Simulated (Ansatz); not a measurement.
# CaV3: relaxing a made-up structure

Starting from a made-up structure for CaV3, the aim is the relaxed cell, its shortest contacts and, where a second run follows, its electronic structure.

Main program and level: Ansatz 0.2.0; DFT, PBE, plane-wave PAW, default files, scalar-relativistic, ferromagnetic start, cell and ions relaxed at zero pressure.

## Step 1: Starting point

It takes space group Pm-3m (No. 221, cubic). The conventional cell has a = 4.123 Å, b = 4.123 Å, c = 4.123 Å, α = 90.00°, β = 90.00°, γ = 90.00°. V has 4 Ca at 2.92 Å and 8 V at 2.92 Å nearest. Nearest to Ca lie 12 V at 2.92 Å. Farther neighbours are not listed.

## Step 2: Relaxation of the guess

The guessed cell has no reason to be at equilibrium. It is relaxed with the atoms, within the space group of the guess.

Input file input.yaml:

```yaml
crystal:
  lattice:
    - [4.123, 0.0, 0.0]
    - [0.0, 4.123, 0.0]
    - [0.0, 0.0, 4.123]
  atoms:
    - { symbol: V, position: [0.0, 0.5, 0.5], spin: 2.0 }
    - { symbol: V, position: [0.5, 0.0, 0.5], spin: 2.0 }
    - { symbol: V, position: [0.5, 0.5, 0.0], spin: 2.0 }
    - { symbol: Ca, position: [0.0, 0.0, 0.0] }
magnetization:
  spin_polarized: true
kpoints:
  mp_grid: { grid: [7, 7, 7] }
scf:
  occupations: { method: fermi_dirac, width: 0.05 }
hamiltonian:
  xc: pbe
  pseudopotentials: { kind: paw }
relax:
  f_tol: 0.015
  max_steps: 70
  cell: {}
output:
  forces: true
  stress: true
```

Run with:

```
> ansatz run input.yaml --threads 4 --pin off --max-ram 8192MiB --backend cpu --events-out ev --progress --plain --runs-dir out
```

Numbers of over 12 decimals in the logs are rounded to 6 here.

What it wrote:

```text
Engine: ansatz 0.2.0, aarch64-unknown-linux-gnu
Pseudopotentials: kind: paw
Pseudopotential: V, paw, valence charge 13, recommended cutoff 420 eV (normal), V.paw.azcp
Pseudopotential: Ca, paw, valence charge 10, recommended cutoff 420 eV (normal), Ca.paw.azcp
Functional definition: PBE
  parameter kappa = 0.804
  parameter beta = 0.066725
  exchange = pbe_x(kappa = kappa, mu = beta*pi^2/3)
  correlation = pbe_c(beta = beta)
Crystal: 4 atoms, lattice volume = 70.087 Å³
Basis set: ecut = 420 eV, 1357 PW (Γ), exchange–correlation on 60×60×60 points (8 copies of the dense FFT grid, shifted against one another)
Bands: 33, of which v1, the nominal top of the filled ones, is band 25 counted from 1 (24 counted from 0)
Symmetry: 48 space group operations
Space group: Pm-3m (ITA 221), of the structure as read, at distance tolerance 4.1e-5 Å
Magnetic group: BNS 221.92 (UNI 1594), of the structure as read, at distance tolerance 4.1e-5 Å
k-points: 20 of 343
Non-local potential: V, projectors of the file, l = 0: 3, l = 1: 2, l = 2: 3, l = 3: 1
Non-local potential: Ca, projectors of the file, l = 0: 3, l = 1: 2, l = 2: 2
PAW form: soft (Blöchl's): semilocal exchange-correlation on the pseudo side does not see the compensation charge
PAW one-centre angular grid: V, 590 points (default); XC on 64 Gauss nodes
PAW one-centre angular grid: Ca, 110 points (default); XC on 64 Gauss nodes
Initial density: superposition of atomic densities (chi_scale 0.1, normalization cell, long waves kept (reshape's long-wave potential 0.00 eV rms))
Starting moments: Σ|m| = 6 μB on 3 of 4 sites
Initial wavefunctions: pseudopotential atomic-orbital guess
Functional: x = pbe(κ = 0.804, μ = 0.219515), c = pbe(β = 0.066725)
SCF iter   1: F=—  HF=-10551.752676 eV  |F-HF|=—  |Δ(HF+E_count)|=         —  Δρ=8.68e-2 (↑8.68e-2 ↓1.79e-2)  dr2=9.37e0  dr2_m=9.85e-1  M=4.792 μB ∫|m|=4.794 μB  β_m=0.30  ethr=3.10e-3  ⟨swp⟩=5.5  Hψ=5121  notcnv=0
Mixer restart at iter 1: flushing history
preconditioner: auto → Kerker (q_TF=auto, 2.570 Å⁻¹)  [metal: Δε(μ)=0.026 eV  Ē_g=3.260 eV  σ=0.050 eV  W_gap=0.13  n_scr=18 (ndim 8)  ℏωp=18.3 eV  f_vac=0.000  D(μ)=8.02/eV (n_scr^D=92)]
spin=Collinear: Kerker preconditioning applied to the charge; magnetization (m = ρ↑ − ρ↓) channel mixes plain (no charge-response kernel on spin).
SCF iter   2: F=—  HF=-10549.391130 eV  |F-HF|=—  |Δ(HF+E_count)|=    2.36e0  Δρ=4.29e-2 (↑4.29e-2 ↓1.42e-2)  dr2=1.59e0  dr2_m=4.21e-1  M=4.588 μB ∫|m|=4.594 μB  β_m=0.41  ethr=3.10e-3  ⟨swp⟩=3.1  Hψ=2901  notcnv=0  defer=26
SCF iter   3: F=—  HF=-10549.182819 eV  |F-HF|=—  |Δ(HF+E_count)|=   2.08e-1  Δρ=1.96e-2 (↑1.52e-2 ↓1.96e-2)  dr2=5.79e-2  dr2_m=1.61e-1  M=4.153 μB ∫|m|=4.164 μB  β_m=0.71  ethr=3.10e-3  ⟨swp⟩=2.5  Hψ=2023  notcnv=0  defer=26
SCF iter   4: F=—  HF=-10550.160195 eV  |F-HF|=—  |Δ(HF+E_count)|=         —  Δρ=2.16e-2 (↑2.16e-2 ↓1.88e-2)  dr2=2.22e-2  dr2_m=2.57e-1  M=2.492 μB ∫|m|=2.515 μB  β_m=0.71  ethr=1.18e-4  ⟨swp⟩=2.1  Hψ=2754  notcnv=0  defer=29
Mixer restart at iter 4: flushing history
SCF iter   5: F=—  HF=-10550.156933 eV  |F-HF|=—  |Δ(HF+E_count)|=   3.26e-3  Δρ=1.27e-2 (↑1.20e-2 ↓1.27e-2)  dr2=6.10e-3  dr2_m=9.75e-2  M=2.124 μB ∫|m|=2.142 μB  β_m=0.85  ethr=4.54e-5  ⟨swp⟩=2.0  Hψ=2459  notcnv=0  defer=29
SCF iter   6: F=—  HF=-10550.166203 eV  |F-HF|=—  |Δ(HF+E_count)|=   9.27e-3  Δρ=7.55e-3 (↑7.55e-3 ↓2.40e-3)  dr2=3.07e-2  dr2_m=1.24e-2  M=1.439 μB ∫|m|=1.445 μB  β_m=0.75  ethr=1.25e-5  ⟨swp⟩=2.4  Hψ=2661  notcnv=0  defer=29
SCF iter   7: F=—  HF=-10550.160770 eV  |F-HF|=—  |Δ(HF+E_count)|=   5.43e-3  Δρ=1.57e-3 (↑6.66e-4 ↓1.57e-3)  dr2=6.24e-4  dr2_m=6.30e-4  M=1.315 μB ∫|m|=1.318 μB  β_m=0.88  ethr=1.25e-5  ⟨swp⟩=2.2  Hψ=2630  notcnv=0  defer=29
SCF iter   8: F=—  HF=-10550.162498 eV  |F-HF|=—  |Δ(HF+E_count)|=   1.73e-3  Δρ=7.22e-4 (↑2.68e-4 ↓7.22e-4)  dr2=2.56e-4  dr2_m=1.21e-4  M=1.219 μB ∫|m|=1.221 μB  β_m=0.94  ethr=1.27e-6  ⟨swp⟩=2.0  Hψ=2469  notcnv=0  defer=23
SCF iter   9: F=—  HF=-10550.162804 eV  |F-HF|=—  |Δ(HF+E_count)|=   3.06e-4  Δρ=2.31e-4 (↑1.39e-4 ↓2.31e-4)  dr2=2.45e-5  dr2_m=1.84e-5  M=1.164 μB ∫|m|=1.165 μB  β_m=0.97  ethr=5.22e-7  ⟨swp⟩=2.0  Hψ=2170  notcnv=0  defer=19
SCF iter  10: F=—  HF=-10550.162849 eV  |F-HF|=—  |Δ(HF+E_count)|=   4.45e-5  Δρ=1.67e-4 (↑1.67e-4 ↓8.84e-5)  dr2=2.87e-5  dr2_m=5.79e-6  M=1.141 μB ∫|m|=1.143 μB  β_m=0.98  ethr=5.00e-8  ⟨swp⟩=2.0  Hψ=2358  notcnv=0  defer=19
SCF iter  11: F=—  HF=-10550.162856 eV  |F-HF|=—  |Δ(HF+E_count)|=   7.03e-6  Δρ=2.62e-5 (↑2.62e-5 ↓2.35e-5)  dr2=6.53e-7  dr2_m=1.83e-7  M=1.131 μB ∫|m|=1.132 μB  β_m=0.99  ethr=5.00e-8  ⟨swp⟩=2.0  Hψ=2147  notcnv=0  defer=19
SCF iter  12: F=—  HF=-10550.162856 eV  |F-HF|=—  |Δ(HF+E_count)|=   7.08e-7  Δρ=6.56e-6 (↑6.56e-6 ↓6.21e-6)  dr2=7.17e-8  dr2_m=9.00e-9  M=1.129 μB ∫|m|=1.131 μB  β_m=1.00  ethr=1.33e-9  ⟨swp⟩=2.5  Hψ=2373  notcnv=0  defer=19
SCF iter  13: F=—  HF=-10550.162856 eV  |F-HF|=—  |Δ(HF+E_count)|=   3.43e-8  Δρ=1.60e-6 (↑1.19e-6 ↓1.60e-6)  dr2=2.01e-9  dr2_m=6.47e-10  M=1.128 μB ∫|m|=1.130 μB  β_m=1.00  ethr=1.46e-10  ⟨swp⟩=2.0  Hψ=2134  notcnv=0  defer=19
SCF iter  14: F=-10550.162856 eV  HF=-10550.162856 eV  |F-HF|=1.22e-10  |Δ(HF+E_count)|=   2.57e-9  Δρ=4.45e-7 (↑2.90e-7 ↓4.45e-7)  dr2=2.40e-10  dr2_m=1.11e-11  M=1.128 μB ∫|m|=1.130 μB  ethr=4.10e-12  ⟨swp⟩=1.0  Hψ=3834  notcnv=0
SCF 1 converged in 14 iterations: F = -10550.162856 eV  dr2 = 2.40e-10
  greatest PAW one-centre occupation: 1.000 electrons in one spin orbital (limit 2), on the V atom at site 2 (counted from 0), in its partial waves of l = 0
relax step   1: F+E_penalty+E_count = -10550.16285649 eV  Δ(F+E_penalty+E_count) = +0.000e0 eV  max|allowed force component| = 5.187e-29 eV/Å  Δτ_max = 0.0000 Å  P = -1.404 GPa  Ω = 70.087 Å³  (14 SCF iters, dr2 threshold 1.00e-7 eV, accepted)
Crystal: 4 atoms, lattice volume = 67.995 Å³
Initial density: handed on by an earlier stage of this run
Starting moments: Σ|m| = 6 μB on 3 of 4 sites; this step starts from the density that it was given
Initial wavefunctions: those handed on with the density
iter 1 solved again at ethr=2.70e-5 eV; its pass at ethr=3.10e-3 eV (dr2=1.32e-2 eV) is discarded
SCF iter   1: F=—  HF=-10550.165252 eV  |F-HF|=—  |Δ(HF+E_count)|=         —  Δρ=3.38e-3 (↑3.38e-3 ↓1.48e-3)  dr2=1.31e-2  dr2_m=1.87e-3  M=1.171 μB ∫|m|=1.173 μB  β_m=0.65  ethr=2.70e-5  ⟨swp⟩=1.0  Hψ=5978  notcnv=0
preconditioner: auto → none  [metal: Δε(μ)=0.001 eV  Ē_g=7.564 eV  σ=0.050 eV  W_gap=0.00  n_scr=6 (ndim 8)  ℏωp=21.6 eV  f_vac=0.000  D(μ)=8.02/eV (n_scr^D=122)]
[...]
SCF iter   7: F=—  HF=-10550.168204 eV  |F-HF|=—  |Δ(HF+E_count)|=   1.27e-4  Δρ=1.22e-4 (↑1.22e-4 ↓8.70e-5)  dr2=7.86e-6  dr2_m=5.65e-6  M=0.957 μB ∫|m|=0.959 μB  β_m=0.86  ethr=1.04e-8  ⟨swp⟩=2.4  Hψ=2397  notcnv=0
SCF iter   8: F=—  HF=-10550.168219 eV  |F-HF|=—  |Δ(HF+E_count)|=   1.56e-5  Δρ=7.46e-5 (↑7.46e-5 ↓4.27e-5)  dr2=5.03e-6  dr2_m=1.40e-6  M=0.978 μB ∫|m|=0.979 μB  β_m=0.93  ethr=1.04e-8  ⟨swp⟩=2.0  Hψ=2340  notcnv=0
SCF iter   9: F=—  HF=-10550.168233 eV  |F-HF|=—  |Δ(HF+E_count)|=   1.37e-5  Δρ=1.85e-5 (↑1.51e-5 ↓1.85e-5)  dr2=9.78e-8  dr2_m=1.63e-7  M=0.984 μB ∫|m|=0.985 μB  β_m=0.97  ethr=1.03e-8  ⟨swp⟩=2.1  Hψ=2197  notcnv=0
iter 10 did not close the SCF: its close was put off for a magnetic moment that had not settled (scf_convergence_deferred on its scf_iter line)
SCF iter  10: F=-10550.168233 eV  HF=-10550.168233 eV  |F-HF|=1.17e-8  |Δ(HF+E_count)|=   2.76e-7  Δρ=5.41e-6 (↑5.41e-6 ↓4.52e-6)  dr2=3.31e-8  dr2_m=8.72e-9  M=0.987 μB ∫|m|=0.988 μB  β_m=0.98  ethr=2.00e-10  ⟨swp⟩=1.2  Hψ=3846  notcnv=0
SCF iter  11: F=-10550.168233 eV  HF=-10550.168233 eV  |F-HF|=1.58e-8  |Δ(HF+E_count)|=   6.10e-8  Δρ=2.85e-6 (↑2.44e-6 ↓2.85e-6)  dr2=2.05e-8  dr2_m=5.39e-10  M=0.988 μB ∫|m|=0.989 μB  ethr=6.75e-11  ⟨swp⟩=1.0  Hψ=3818  notcnv=0
SCF 3 converged in 11 iterations: F = -10550.168233 eV  dr2 = 2.05e-8
relax step   3: F+E_penalty+E_count = -10550.16823337 eV  Δ(F+E_penalty+E_count) = -3.373e-3 eV  max|allowed force component| = 7.455e-29 eV/Å  Δτ_max = 0.0000 Å  P = -0.029 GPa  Ω = 68.962 Å³  energy of the carried Pulay correction = +2.863e-4 eV  (11 SCF iters, dr2 threshold 4.00e-7 eV, accepted)
Initial wavefunctions: pseudopotential atomic-orbital guess (no wavefunctions were taken with the density)
iter 1 solved again at ethr=3.38e-7 eV; its pass at ethr=3.10e-3 eV (dr2=1.66e-4 eV) is discarded
SCF iter   1: F=—  HF=-10550.167934 eV  |F-HF|=—  |Δ(HF+E_count)|=         —  Δρ=1.35e-5 (↑1.29e-5 ↓1.35e-5)  dr2=1.18e-7  dr2_m=6.87e-10  M=0.988 μB ∫|m|=0.989 μB  β_m=0.65  ethr=3.38e-7  ⟨swp⟩=2.4  Hψ=7954  notcnv=0
eigensolver tolerance schedule: the retry pair's looser diagonalisation over-reported the residual by 1400.17 of it (diagonalisation noise at 0.18 of the residual, at the tolerance the schedule requests for it); recorded, not acted on — ethr = c·dr2/N_el stays at c = 1.0e-1
preconditioner: auto → none  [metal: Δε(μ)=0.005 eV  Ē_g=7.528 eV  σ=0.050 eV  W_gap=0.03  n_scr=6 (ndim 8)  ℏωp=21.4 eV  f_vac=0.000  D(μ)=8.40/eV (n_scr^D=122)]
SCF iter   2: F=—  HF=-10550.167936 eV  |F-HF|=—  |Δ(HF+E_count)|=   1.90e-6  Δρ=5.40e-6 (↑5.35e-6 ↓5.40e-6)  dr2=3.86e-8  dr2_m=1.04e-9  M=0.988 μB ∫|m|=0.989 μB  β_m=0.51  ethr=2.42e-10  ⟨swp⟩=2.1  Hψ=2245  notcnv=0
SCF iter   3: F=—  HF=-10550.167936 eV  |F-HF|=—  |Δ(HF+E_count)|=   1.08e-7  Δρ=3.48e-6 (↑3.48e-6 ↓3.16e-6)  dr2=2.11e-8  dr2_m=1.70e-10  M=0.988 μB ∫|m|=0.989 μB  β_m=0.45  ethr=7.88e-11  ⟨swp⟩=2.3  Hψ=2249  notcnv=0
SCF iter   4: F=—  HF=-10550.167936 eV  |F-HF|=—  |Δ(HF+E_count)|=   1.14e-8  Δρ=1.03e-6 (↑1.03e-6 ↓1.03e-6)  dr2=1.34e-9  dr2_m=2.14e-10  M=0.988 μB ∫|m|=0.989 μB  β_m=0.64  ethr=4.31e-11  ⟨swp⟩=2.0  Hψ=1660  notcnv=0
SCF iter   5: F=—  HF=-10550.167936 eV  |F-HF|=—  |Δ(HF+E_count)|=   1.51e-8  Δρ=6.57e-7 (↑5.57e-7 ↓6.57e-7)  dr2=4.50e-10  dr2_m=1.46e-10  M=0.988 μB ∫|m|=0.990 μB  β_m=0.71  ethr=2.73e-12  ⟨swp⟩=3.0  Hψ=2326  notcnv=0
SCF iter   6: F=—  HF=-10550.167936 eV  |F-HF|=—  |Δ(HF+E_count)|=   4.32e-9  Δρ=5.10e-7 (↑5.10e-7 ↓3.63e-7)  dr2=4.27e-11  dr2_m=1.13e-10  M=0.988 μB ∫|m|=0.990 μB  β_m=0.86  ethr=1.00e-12  ⟨swp⟩=3.0  Hψ=2410  notcnv=0
SCF iter   7: F=—  HF=-10550.167936 eV  |F-HF|=—  |Δ(HF+E_count)|=  2.51e-10  Δρ=3.39e-7 (↑3.34e-7 ↓3.39e-7)  dr2=4.80e-12  dr2_m=7.02e-11  M=0.988 μB ∫|m|=0.990 μB  β_m=0.93  ethr=1.00e-12  ⟨swp⟩=2.0  Hψ=1630  notcnv=0
SCF iter   8: F=—  HF=-10550.167936 eV  |F-HF|=—  |Δ(HF+E_count)|=  4.37e-11  Δρ=1.96e-7 (↑1.96e-7 ↓1.91e-7)  dr2=8.76e-12  dr2_m=2.14e-11  M=0.988 μB ∫|m|=0.990 μB  β_m=0.96  ethr=1.00e-12  ⟨swp⟩=2.3  Hψ=1654  notcnv=0
SCF iter   9: F=—  HF=-10550.167936 eV  |F-HF|=—  |Δ(HF+E_count)|=  1.09e-11  Δρ=7.69e-8 (↑7.69e-8 ↓1.83e-8)  dr2=6.80e-12  dr2_m=8.00e-13  M=0.988 μB ∫|m|=0.990 μB  β_m=0.98  ethr=1.00e-12  ⟨swp⟩=1.5  Hψ=1471  notcnv=0
SCF iter  10: F=-10550.167936 eV  HF=-10550.167936 eV  |F-HF|=1.82e-12  |Δ(HF+E_count)|=  2.00e-11  Δρ=3.66e-8 (↑3.55e-8 ↓3.66e-8)  dr2=4.38e-12  dr2_m=3.48e-14  M=0.988 μB ∫|m|=0.990 μB  ethr=1.00e-12  ⟨swp⟩=2.0  Hψ=3171  notcnv=0
SCF 4 converged in 10 iterations: F = -10550.167936 eV  dr2 = 4.38e-12
  greatest PAW one-centre occupation: 1.000 electrons in one spin orbital (limit 2), on the V atom at site 0 (counted from 0), in its partial waves of l = 0
relax step   4: F+E_penalty+E_count = -10550.16793602 eV  Δ(F+E_penalty+E_count) = +2.973e-4 eV  max|allowed force component| = 6.363e-29 eV/Å  Δτ_max = 0.0000 Å  P = -0.029 GPa  Ω = 68.962 Å³  stress off target by 2.85e-2 GPa  SCF on the basis re-selected at this cell (its energy is not comparable with the rows above)  (10 SCF iters)
basis re-selected at this cell: Δ(F+E_penalty+E_count) = +2.973e-4 eV, ΔP = +0.001 GPa vs the last step (what re-selecting the basis moved, of the pressure what is left beyond the Pulay correction that the steps carried, after the strain that the cell walked since its last selection, with what the two solves' SCF thresholds leave and, on support functions, any second-order correction that the steps lacked; it is no m [...]
SCF converged after 10 iterations
Magnetization: 0.9884 μB (24.9942 up, 24.0058 down)
Absolute magnetization: 0.9897 μB (∫|ρ↑−ρ↓|, with the PAW one-centre terms)
Spin contamination: 0.0038 ħ² per cell (⟨S²⟩ above its minimum at these occupations)
Per-site moments (μB) at R_I (Å): [(0.270354, 1.196134), (0.270354, 1.196134), (0.270354, 1.196134), (0.029072, 1.196134)]
Free energy (F): -10550.167936 eV
Harris-Foulkes:  -10550.167936 eV  (|F-HF|=1.82e-12)
Internal energy: -10550.100342 eV  (E = F + TS)
E sigma→0 (E₀):  -10550.134139 eV
Entropy (-TS):   -0.067594 eV (-16.898 meV/atom)
Fermi energy:    12.881430 eV
--- Per-component energies (eV) ---
  E_band       = -660.803180
  E_kinetic    = 1283.683181
  E_local      = -3814.630328  (includes V_loc(G=0)·N_el)
  E_nonlocal   = -67.259868
  E_hartree    = 1629.826467
  E_xc         = -525.614040
  E_vxc        = -663.271059  (∫ρ·V_xc dr)
  E_paw        = -4197.581672  (= ΣΔE_a)
  E_vpaw       = -658.978637  (= ΣTr[D̂ρ^β])
  E_aug_tail   = 0.000736  (compensation charges beyond the density's cutoff)
  E_ewald      = -4858.524819
  E_smearing   = -0.067594  (= −TS)
  E_closure    = 0.000000  (closes the sum)
  Σ components = -10550.167936   (vs F -10550.167936, Δ=0.00e0)
--- Forces (eV/Å), atoms counted from 1 ---
  atom   1  V      0.00000000     0.00000000     0.00000000
  atom   2  V      0.00000000     0.00000000     0.00000000
  atom   3  V      0.00000000     0.00000000     0.00000000
  atom   4  Ca    -0.00000000    -0.00000000     0.00000000
  max |Σ_I F_I| component: 8.20e-29 eV/Å
--- Stress (GPa, compression-positive) ---
       -0.028550       0.000000      -0.000000
        0.000000      -0.028550      -0.000000
       -0.000000      -0.000000      -0.028550
  P = ⅓ Tr σ = -0.0285 GPa (-0.285 kbar)
--- Relaxed structure (3 steps of the walk, 3 accepted, 1 SCFs on fresh bases) ---
  F+E_penalty+E_count = -10550.16793602 eV   max|allowed force component| = 6.363e-29 eV/Å   (the final SCF, on the basis selected at the relaxed cell)
  cell:  # Å, volume = 68.9625 Å³
    - [4.100823, 0, 0]
    - [0, 4.100823, 0.0]
    - [0, 0.0, 4.100823]
  atoms:
    - { symbol: V, position: [0, 0.500000, 0.500000] }
    - { symbol: V, position: [0.500000, 0, 0.500000] }
    - { symbol: V, position: [0.500000, 0.500000, 0] }
    - { symbol: Ca, position: [0, 0, 0] }
```

Elapsed: 9.4 s, on 4 threads of Arm Neoverse V1, shared host; peak memory 0.4 GiB; 35 s of CPU time.

The steps of the relaxation:

```csv
step,energy less that of the first step (eV),largest force component (eV/Å),pressure (GPa),volume (Å³)
1,0.0000,0.0000,-1.40,70.09
2,-0.0020,0.0000,1.24,68.00
3,-0.0054,0.0000,-0.03,68.96
4*,-0.0051,0.0000,-0.03,68.96
```

Relaxation steps marked * repeat the geometry before them on a plane-wave basis chosen anew for their cell, so energy and pressure can jump there.

The run keeps the 48 symmetry operations that it works with, so distortions that break them were not tested.

| conventional cell, symmetrised | before | after | change |
| --- | --- | --- | --- |
| a (Å) | 4.123 | 4.101 | -0.5 % |
| b (Å) | 4.123 | 4.101 | -0.5 % |
| c (Å) | 4.123 | 4.101 | -0.5 % |
| volume (Å³/atom) | 17.52 | 17.24 | -1.6 % |

Final coordinates:

```xyz
4
Lattice="4.1008 0.0000 0.0000 0.0000 4.1008 0.0000 0.0000 0.0000 4.1008" Properties=species:S:1:pos:R:3 pbc="T T T"
V     0.0000    2.0504    2.0504
V     2.0504    0.0000    2.0504
V     2.0504    2.0504    0.0000
Ca    0.0000    0.0000    0.0000
```

This step gave:

* free energy: -10550.1679 eV
* energy at zero smearing: -10550.1341 eV
* smearing term TS: 0.06759 eV
* Fermi energy: 12.88 eV
* magnetization: 0.9884 μB
* absolute magnetization: 0.9897 μB
* site moments: 0.2704, 0.2704, 0.2704, 0.02907 μB
* electrons: 49
* symmetry operations: 48
* pressure: -0.02855 GPa

Site moment by atom:

```csv
atom,site moment (μB)
V1,0.270
V2,0.270
V3,0.270
Ca4,0.029
```

The shortest distance of each pair, which need not be the same contact before and after:

```csv
pair,guess (Å),relaxed (Å)
V–V,2.915,2.900
Ca–V,2.915,2.900
Ca–Ca,4.123,4.101
```

The relaxation ends with a pressure of -0.03 GPa.

## Step 3: What came out

```
space group, relaxed : Pm-3m
conventional cell    : a = 4.101, b = 4.101, c = 4.101 Å; α = 90.0°, β = 90.0°, γ = 90.0°
volume per atom      : 17.24 Å³ (guess 17.52)
total moment         : 0.99 μB in the cell of 4 atoms
```

What this shows: CaV3 relaxes to Pm-3m with a = 4.101, b = 4.101 and c = 4.101 Å. The guessed volume was 2 % too large. The space group Pm-3m was held in the relaxation, so the end point is a stationary structure within it and may be a saddle against distortions or other arrangements. The input starts from parallel moments, and no other start was typed. Mesh and cutoff weren't tested. No dispersion term is used, so weakly bound directions may come out too long. Nothing here tests whether the compound is stable against decomposition.

[Logs are printed without paths, hosts, clocks, repeated set-up lines and the standing remarks that a program may print on its own settings, such as how far it seeks lower states.]

[Hosts, paths, dates, database ids (printed as entryN), source tags and the programs' standing remarks are cut or masked in the printed files.]
